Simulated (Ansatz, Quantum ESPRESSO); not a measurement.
# Band line-up of the CdS/CuI(110) superlattice, 5 + 5 layers, a = 5.89 Å, part 4 of 7

Aim: valence and conduction offsets of the CdS/CuI(110) superlattice, 5 + 5 layers, a = 5.89 Å from the line-up of mean potentials.

Quantum ESPRESSO 7.5; plane-wave DFT, LDA, GBRV ultrasoft pseudopotentials; cross-check by Ansatz 0.2.0 with PAW datasets.

So far. Step 3 (Ground state of bulk CdS): The run needed 8 iterations to bring the estimated error under 1e-07 Ry.

## (8) Bands along a path of bulk CuI

Contents of b.bands.in:

```
&control
  prefix = 'b.bands'
  outdir = './out'
  pseudo_dir = './pseudo'
  calculation = 'bands'
/
&system
  ibrav = 0
  nat = 4
  ntyp = 2
  ecutwfc = 40
  ecutrho = 200
  occupations = 'smearing'
  smearing = 'fd'
  degauss = 0.002
  nbnd = 34
/
&electrons
  conv_thr = 1e-07
  mixing_beta = 0.5
  electron_maxstep = 120
/
ATOMIC_SPECIES
  Cu  63.5460  cu_lda_v1.2.uspp.F.UPF
  I   126.9045  i_lda_v1.uspp.F.UPF
CELL_PARAMETERS angstrom
  5.89000000000000 0.00000000000000 0.00000000000000
  0.00000000000000 4.16485894118876 0.00000000000000
  0.00000000000000 0.00000000000000 4.16485894118876
ATOMIC_POSITIONS crystal
  Cu  0.000000000000 0.000000000000 0.000000000000
  I   0.250000000000 0.500000000000 0.000000000000
  Cu  0.500000000000 0.500000000000 0.500000000000
  I   0.750000000000 0.000000000000 0.500000000000
K_POINTS crystal_b
6
  0.0000000000 0.0000000000 0.0000000000 20
  1.0000000000 0.0000000000 0.0000000000 1
  0.0000000000 0.0000000000 0.0000000000 20
  0.5000000000 0.0000000000 0.5000000000 1
  0.0000000000 0.0000000000 0.0000000000 20
  0.0000000000 0.5000000000 0.5000000000 1
```

Started as:

```sh
$ cp -r out/b.save out/b.bands.save
$ cp out/b.xml out/b.bands.xml
$ OMP_NUM_THREADS=1 mpirun -n 4 pw.x -nk 4 -in b.bands.in > b.bands.out
```

Log:

```text
[banner, memory and clock lines left out]
Program PWSCF v.7.5 starts

          URL

     Atomic positions and unit cell read from directory:
     ./out/b.bands.save/

     Found identity + (  0.5000 -0.5000 -0.5000) symmetry
     This is a supercell, fractional translations are disabled
     Message from routine setup:
     using ibrav=0 with symmetry is DISCOURAGED, use correct ibrav instead

     G-vector sticks info

     bravais-lattice index     =            0
     lattice parameter (alat)  =      11.1305  a.u.
     unit-cell volume          =     689.4654 (a.u.)^3
     number of atoms/cell      =            4
     number of atomic types    =            2
     number of electrons       =        52.00
     number of Kohn-Sham states=           34
     kinetic-energy cutoff     =      40.0000  Ry
     charge density cutoff     =     200.0000  Ry
     Exchange-correlation= SLA  PZ   NOGX NOGC
                           (   1   1   0   0   0   0   0)

     celldm(1)=  11.130487  celldm(2)=   0.000000  celldm(3)=   0.000000
     celldm(4)=   0.000000  celldm(5)=   0.000000  celldm(6)=   0.000000

     crystal axes: (cart. coord. in units of alat)
               a(1) = (   1.000000   0.000000   0.000000 )
               a(2) = (   0.000000   0.707107   0.000000 )
               a(3) = (   0.000000   0.000000   0.707107 )

     reciprocal axes: (cart. coord. in units 2 pi/alat)
               b(1) = (  1.000000  0.000000  0.000000 )
               b(2) = (  0.000000  1.414214  0.000000 )
               b(3) = (  0.000000  0.000000  1.414214 )

     PseudoPot. # 1 for Cu read from file:
     ./pseudo/cu_lda_v1.2.uspp.F.UPF
     Pseudo is Ultrasoft + core correction, Zval = 19.0
     Generated by new atomic code, or converted to UPF format
     Using radial grid of  867 points,  6 beta functions with:
                l(1) =   0
                l(2) =   0
                l(3) =   1
                l(4) =   1
                l(5) =   2
                l(6) =   2
     Q(r) pseudized with  8 coefficients,  rinner =    1.150   1.150   1.150
                                                       1.150   1.150

     PseudoPot. # 2 for I  read from file:
     ./pseudo/i_lda_v1.uspp.F.UPF
     Pseudo is Ultrasoft + core correction, Zval =  7.0
     Generated by new atomic code, or converted to UPF format
     Using radial grid of  893 points,  6 beta functions with:
                l(1) =   0
                l(2) =   0
                l(3) =   1
                l(4) =   1
                l(5) =   2
                l(6) =   2
     Q(r) pseudized with  8 coefficients,  rinner =    1.500   1.500   1.500
                                                       1.500   1.500

     atomic species   valence    mass     pseudopotential
     Cu               19.00    63.54600     Cu( 1.00)
     I                 7.00   126.90450     I ( 1.00)

      8 Sym. Ops. (no inversion) found

   Cartesian axes

     site n.     atom                  positions (alat units)
         1        Cu     tau(   1) = (   0.0000000   0.0000000   0.0000000  )
         2        I      tau(   2) = (   0.2500000   0.3535534   0.0000000  )
         3        Cu     tau(   3) = (   0.5000000   0.3535534   0.3535534  )
         4        I      tau(   4) = (   0.7500000   0.0000000   0.3535534  )

     number of k points=    63  Fermi-Dirac smearing, width (Ry)=  0.0020
                       cart. coord. in units 2pi/alat
        k(    1) = (   0.0000000   0.0000000   0.0000000), wk =   0.0317460
        k(    2) = (   0.0500000   0.0000000   0.0000000), wk =   0.0317460
        k(    3) = (   0.1000000   0.0000000   0.0000000), wk =   0.0317460
        k(    4) = (   0.1500000   0.0000000   0.0000000), wk =   0.0317460
        k(    5) = (   0.2000000   0.0000000   0.0000000), wk =   0.0317460
        k(    6) = (   0.2500000   0.0000000   0.0000000), wk =   0.0317460
        k(    7) = (   0.3000000   0.0000000   0.0000000), wk =   0.0317460
        k(    8) = (   0.3500000   0.0000000   0.0000000), wk =   0.0317460
        k(    9) = (   0.4000000   0.0000000   0.0000000), wk =   0.0317460
        k(   10) = (   0.4500000   0.0000000   0.0000000), wk =   0.0317460
        k(   11) = (   0.5000000   0.0000000   0.0000000), wk =   0.0317460
        k(   12) = (   0.5500000   0.0000000   0.0000000), wk =   0.0317460
        k(   13) = (   0.6000000   0.0000000   0.0000000), wk =   0.0317460
        k(   14) = (   0.6500000   0.0000000   0.0000000), wk =   0.0317460
        k(   15) = (   0.7000000   0.0000000   0.0000000), wk =   0.0317460
        k(   16) = (   0.7500000   0.0000000   0.0000000), wk =   0.0317460
        k(   17) = (   0.8000000   0.0000000   0.0000000), wk =   0.0317460
        k(   18) = (   0.8500000   0.0000000   0.0000000), wk =   0.0317460
        k(   19) = (   0.9000000   0.0000000   0.0000000), wk =   0.0317460
        k(   20) = (   0.9500000   0.0000000   0.0000000), wk =   0.0317460
        k(   21) = (   1.0000000   0.0000000   0.0000000), wk =   0.0317460
        k(   22) = (   0.0000000   0.0000000   0.0000000), wk =   0.0317460
        k(   23) = (   0.0250000   0.0000000   0.0353553), wk =   0.0317460
        k(   24) = (   0.0500000   0.0000000   0.0707107), wk =   0.0317460
        k(   25) = (   0.0750000   0.0000000   0.1060660), wk =   0.0317460
        k(   26) = (   0.1000000   0.0000000   0.1414214), wk =   0.0317460
        k(   27) = (   0.1250000   0.0000000   0.1767767), wk =   0.0317460
        k(   28) = (   0.1500000   0.0000000   0.2121320), wk =   0.0317460
        k(   29) = (   0.1750000   0.0000000   0.2474874), wk =   0.0317460
        k(   30) = (   0.2000000   0.0000000   0.2828427), wk =   0.0317460
        k(   31) = (   0.2250000   0.0000000   0.3181981), wk =   0.0317460
        k(   32) = (   0.2500000   0.0000000   0.3535534), wk =   0.0317460
        k(   33) = (   0.2750000   0.0000000   0.3889087), wk =   0.0317460
        k(   34) = (   0.3000000   0.0000000   0.4242641), wk =   0.0317460
        k(   35) = (   0.3250000   0.0000000   0.4596194), wk =   0.0317460
        k(   36) = (   0.3500000   0.0000000   0.4949747), wk =   0.0317460
        k(   37) = (   0.3750000   0.0000000   0.5303301), wk =   0.0317460
        k(   38) = (   0.4000000   0.0000000   0.5656854), wk =   0.0317460
        k(   39) = (   0.4250000   0.0000000   0.6010408), wk =   0.0317460
        k(   40) = (   0.4500000   0.0000000   0.6363961), wk =   0.0317460
        k(   41) = (   0.4750000   0.0000000   0.6717514), wk =   0.0317460
        k(   42) = (   0.5000000   0.0000000   0.7071068), wk =   0.0317460
        k(   43) = (   0.0000000   0.0000000   0.0000000), wk =   0.0317460
[...]
14.6780  14.6780

          k = 0.0000 0.0000 0.0000 (  2935 PWs)   bands (ev):

  -103.7012-103.7006 -61.5757 -61.5756 -61.5756 -61.5750 -61.5749 -61.5749
    -7.2258  -6.3024   1.1959   3.2209   3.2209   3.2514   3.2515   3.2515
     4.9737   5.0246   5.0246   5.0980   5.1238   5.4547   5.4547   7.3256
     7.3257   7.3257   8.4915   9.7541  10.0942  12.0838  12.0838  12.0838
    15.4274  16.9577

          k = 0.0000 0.0354 0.0354 (  2933 PWs)   bands (ev):

  -103.7012-103.7006 -61.5757 -61.5756 -61.5756 -61.5750 -61.5749 -61.5749
    -7.2209  -6.3022   1.2038   3.2027   3.2183   3.2369   3.2511   3.2511
     4.9730   5.0229   5.0252   5.0908   5.1220   5.4507   5.4678   7.2702
     7.3077   7.3077   8.5680   9.7865  10.1247  12.0436  12.1123  12.1123
    15.4852  16.8379

          k = 0.0000 0.0707 0.0707 (  2933 PWs)   bands (ev):

  -103.7012-103.7006 -61.5757 -61.5756 -61.5756 -61.5750 -61.5749 -61.5749
    -7.2064  -6.3019   1.2275   3.1494   3.1938   3.2109   3.2500   3.2500
     4.9708   5.0181   5.0270   5.0706   5.1201   5.4393   5.5013   7.1361
     7.2553   7.2553   8.7639   9.8823  10.2152  11.9315  12.1962  12.1962
    15.6441  16.5583

          k = 0.0000 0.1061 0.1061 (  2927 PWs)   bands (ev):

  -103.7012-103.7006 -61.5757 -61.5756 -61.5756 -61.5750 -61.5749 -61.5749
    -7.1824  -6.3013   1.2666   3.0655   3.1237   3.1992   3.2482   3.2482
     4.9674   5.0102   5.0300   5.0447   5.1195   5.4223   5.5448   6.9717
     7.1726   7.1726   9.0268  10.0383  10.3629  11.7671  12.3315  12.3316
    15.8183  16.1953

          k = 0.0000 0.1414 0.1414 (  2921 PWs)   bands (ev):

  -103.7012-103.7006 -61.5757 -61.5756 -61.5756 -61.5750 -61.5749 -61.5749
    -7.1494  -6.3006   1.3204   2.9572   3.0292   3.1845   3.2459   3.2459
     4.9629   4.9994   5.0196   5.0340   5.1195   5.4023   5.5898   6.8036
     7.0653   7.0653   9.3234  10.2493  10.5631  11.5714  12.5125  12.5125
    15.6137  15.7828

          k = 0.0000 0.1768 0.1768 (  2923 PWs)   bands (ev):

  -103.7012-103.7006 -61.5757 -61.5756 -61.5756 -61.5750 -61.5749 -61.5749
    -7.1079  -6.2998   1.3876   2.8319   2.9136   3.1683   3.2431   3.2431
     4.9578   4.9863   4.9982   5.0391   5.1197   5.3817   5.6313   6.6423
     6.9397   6.9397   9.6330  10.5087  10.8092  11.3611  12.7327  12.7327
    15.2271  15.3425

          k = 0.0000 0.2121 0.2121 (  2933 PWs)   bands (ev):

  -103.7012-103.7006 -61.5757 -61.5756 -61.5756 -61.5750 -61.5749 -61.5749
    -7.0585  -6.2990   1.4663   2.6973   2.7809   3.1520   3.2400   3.2400
     4.9526   4.9712   4.9812   5.0450   5.1200   5.3627   5.6665   6.4912
     6.8018   6.8018   9.9383  10.8084  11.0928  11.1481  12.9861  12.9862
    14.8694  14.8923

          k = 0.0000 0.2475 0.2475 (  2947 PWs)   bands (ev):

  -103.7012-103.7006 -61.5757 -61.5756 -61.5756 -61.5750 -61.5750 -61.5749
    -7.0021  -6.2983   1.5528   2.5622   2.6352   3.1374   3.2367   3.2367
     4.9478   4.9548   4.9686   5.0516   5.1203   5.3468   5.6942   6.3502
     6.6570   6.6570  10.2206  10.9406  11.1369  11.4012  13.2675  13.2675
    14.3758  14.4506

          k = 0.0000 0.2828 0.2828 (  2943 PWs)   bands (ev):

  -103.7012-103.7006 -61.5757 -61.5756 -61.5756 -61.5750 -61.5750 -61.5749
    -6.9397  -6.2977   1.6400   2.4375   2.4810   3.1258   3.2334   3.2335
     4.9378   4.9439   4.9600   5.0588   5.1206   5.3350   5.7141   6.2178
     6.5100   6.5100  10.4583  10.7443  11.4735  11.7125  13.5721  13.5721
    13.9010  14.0424

          k = 0.0000 0.3182 0.3182 (  2951 PWs)   bands (ev):

  -103.7012-103.7006 -61.5757 -61.5756 -61.5756 -61.5750 -61.5750 -61.5749
    -6.8726  -6.2973   1.7127   2.3223   2.3413   3.1183   3.2303   3.2303
     4.9210   4.9414   4.9551   5.0663   5.1208   5.3277   5.7260   6.0924
     6.3644   6.3644  10.5590  10.6338  11.7688  11.9780  13.5226  13.7183
    13.8965  13.8965

          k = 0.0000 0.3536 0.3536 (  2955 PWs)   bands (ev):

  -103.7012-103.7006 -61.5757 -61.5756 -61.5756 -61.5750 -61.5750 -61.5749
    -6.8021  -6.2972   1.7433   2.1631   2.3027   3.1157   3.2275   3.2276
     4.9052   4.9405   4.9534   5.0741   5.1209   5.3252   5.7299   5.9723
     6.2234   6.2234  10.3961  10.7240  11.9026  12.0940  13.3610  13.5826
    14.2375  14.2375

          k = 0.0000 0.3889 0.3889 (  2951 PWs)   bands (ev):

  -103.7012-103.7006 -61.5757 -61.5757 -61.5756 -61.5750 -61.5750 -61.5750
    -6.7297  -6.2973   1.7127   2.0068   2.3413   3.1183   3.2252   3.2252
     4.8915   4.9414   4.9551   5.0818   5.1208   5.3277   5.7259   5.8562
     6.0894   6.0895  10.2503  10.7383  11.7688  11.9780  13.5226  13.7183
    14.4715  14.5926

          k = 0.0000 0.4243 0.4243 (  2951 PWs)   bands (ev):

  -103.7012-103.7006 -61.5757 -61.5757 -61.5756 -61.5750 -61.5750 -61.5750
    -6.6573  -6.2977   1.6401   1.8568   2.4375   3.1258   3.2233   3.2233
     4.8808   4.9439   4.9600   5.0894   5.1206   5.3350   5.7141   5.7438
     5.9647   5.9647  10.1242  10.6922  11.4735  11.7125  13.9010  14.0424
    14.7186  14.9595

          k = 0.0000 0.4596 0.4596 (  2951 PWs)   bands (ev):

  -103.7012-103.7006 -61.5757 -61.5757 -61.5756 -61.5750 -61.5750 -61.5750
    -6.5867  -6.2983   1.5528   1.7162   2.5622   3.1374   3.2219   3.2220
     4.8740   4.9478   4.9686   5.0966   5.1203   5.3468   5.6349   5.6942
     5.8509   5.8509  10.0182  10.6083  11.1369  11.4012  14.3758  14.4506
    15.0328  15.3359

          k = 0.0000 0.4950 0.4950 (  2957 PWs)   bands (ev):

  -103.7012-103.7006 -61.5757 -61.5757 -61.5756 -61.5751 -61.5750 -61.5750
    -6.5198  -6.2990   1.4663   1.5876   2.6973   3.1520   3.2210   3.2211
     4.8723   4.9526   4.9812   5.1033   5.1200   5.3627   5.5303   5.6665
     5.7495   5.7495   9.9322  10.5065  10.8084  11.0928  14.8924  14.8963
    15.3864  15.7188

          k = 0.0000 0.5303 0.5303 (  2939 PWs)   bands (ev):

  -103.7012-103.7006 -61.5757 -61.5757 -61.5756 -61.5751 -61.5751 -61.5750
    -6.4587  -6.2998   1.3876   1.4737   2.8319   3.1683   3.2206   3.2206
     4.8766   4.9578   4.9982   5.1092   5.1197   5.3817   5.4310   5.6313
     5.6616   5.6616   9.8656  10.4014  10.5087  10.8092  15.3425  15.4392
    15.7550  16.1043

          k = 0.0000 0.5657 0.5657 (  2950 PWs)   bands (ev):

  -103.7012-103.7006 -61.5758 -61.5757 -61.5756 -61.5751 -61.5751 -61.5750
    -6.4054  -6.3006   1.3204   1.3768   2.9572   3.1845   3.2204   3.2205
     4.8876   4.9629   5.0196   5.1143   5.1195   5.3385   5.4023   5.5882
     5.5882   5.5898   9.8170  10.2493  10.3028  10.5630  15.7828  15.9871
    16.1158  16.4854

          k = 0.0000 0.6010 0.6010 (  2948 PWs)   bands (ev):

  -103.7012-103.7006 -61.5758 -61.5757 -61.5756 -61.5751 -61.5751 -61.5750
    -6.3616  -6.3013   1.2666   1.2991   3.0655   3.1992   3.2205   3.2205
     4.9058   4.9674   5.0447   5.1184   5.1195   5.2543   5.4223   5.5303
     5.5303   5.5448   9.7846  10.0383  10.2177  10.3629  16.1954  16.4447
    16.5188  16.8499

          k = 0.0000 0.6364 0.6364 (  2942 PWs)   bands (ev):

  -103.7012-103.7006 -61.5758 -61.5758 -61.5756 -61.5751 -61.5751 -61.5750
    -6.3291  -6.3019   1.2275   1.2422   3.1494   3.2109   3.2207   3.2207
     4.9306   4.9708   5.0706   5.1201   5.1214   5.1809   5.4393   5.4885
     5.4885   5.5013   9.7656   9.8823  10.1514  10.2152  16.5583  16.7142
    16.9993  17.1742

          k = 0.0000 0.6718 0.6718 (  2962 PWs)   bands (ev):

  -103.7012-103.7006 -61.5758 -61.5758 -61.5756 -61.5751 -61.5751 -61.5750
    -6.3091  -6.3022   1.2038   1.2075   3.2026   3.2183   3.2208   3.2208
     4.9583   4.9730   5.0908   5.1220   5.1232   5.1234   5.4507   5.4632
     5.4632   5.4678   9.7566   9.7865  10.1089  10.1247  16.8379  16.8941
    17.3631  17.4142

          k = 0.0000 0.7071 0.7071 (  2952 PWs)   bands (ev):

  -103.7012-103.7006 -61.5758 -61.5758 -61.5756 -61.5751 -61.5751 -61.5750
    -6.3024  -6.3024   1.1959   1.1959   3.2209   3.2209   3.2209   3.2210
     4.9737   4.9737   5.0978   5.0981   5.1237   5.1240   5.4545   5.4547
     5.4547   5.4549   9.7541   9.7541  10.0942  10.0942  16.9577  16.9578
    17.5064  17.5065

     XML data file, pseudopotentials, collected wavefunctions

                                        0.00s GPU  (    1188 calls)
```

The job ended after 30 s (4 MPI ranks of Arm Neoverse V1, shared host; peak memory 0.31 GiB; 2 min of CPU time).

Read from the output:

- valence top, on the run's zero: 7.326 eV
- conduction bottom, on the run's zero: 8.492 eV
- gap by band count: 1.166 eV

Band numbers count within the set of bands kept for display; the cell holds two formula units, so the X point along 001 folds onto the zone centre. Electronic bands along the path, in eV, zero at the Fermi level, which the smearing puts inside the gap; v1 is the highest filled band, c1 the lowest empty one:

```
  point     v4     v3     v2     v1    c1    c2    c3    c4
      L  -1.55  -1.55  -1.55  -1.55  1.42  1.42  4.67  4.67
halfway  -2.26  -2.09  -1.13  -1.13  1.60  2.39  4.04  4.71
      Γ  -2.54  -0.67  -0.67  -0.67  0.49  1.76  2.10  4.09
halfway  -2.27  -2.03  -1.77  -1.77  2.40  2.73  3.90  4.10
      X  -2.54  -2.54  -2.54  -2.54  1.76  1.76  2.10  2.10
```

## (9) Potential by pp.x of bulk CuI

Contents of b.pot.in:

```
&inputpp
  prefix = 'b'
  outdir = './out'
  filplot = 'b.pot.dat'
  plot_num = 11
/
```

Started as:

```sh
$ OMP_NUM_THREADS=1 mpirun -n 4 pp.x -in b.pot.in > b.pot.out
```

The job ended after 0.86 s (4 MPI ranks; peak memory 0.1 GiB; 3.2 s of CPU time).

## (10) Planar and running averages of bulk CuI

Contents of b.avg.in:

```
1
b.pot.dat
1.0
40
3
7.8704427465
```

Started as:

```sh
$ OMP_NUM_THREADS=1 average.x < b.avg.in > b.avg.out
```

Wall time 0.48 s (1 MPI rank); peak memory 0.1 GiB.

Read from the output:

* average.x's running mean over the crystal, on the run's own zero: 1.878 eV
* mean potential by an exact Fourier window over the crystal, on the run's own zero: 1.878 eV

(Part 4 of 7 ends here.)

[Logs are printed without paths, hosts, clocks, repeated set-up lines and the standing remarks that a program may print on its own settings, such as how far it seeks lower states.]

[Hosts, paths, dates, database ids (printed as entryN), source tags and the programs' standing remarks are cut or masked in the printed files.]

[Maps of the electrostatic potential energy from Ansatz leave out the sawtooth potential of an applied field or a dipole correction, so their vacuum need not be flat; planar profiles and work functions include it.]
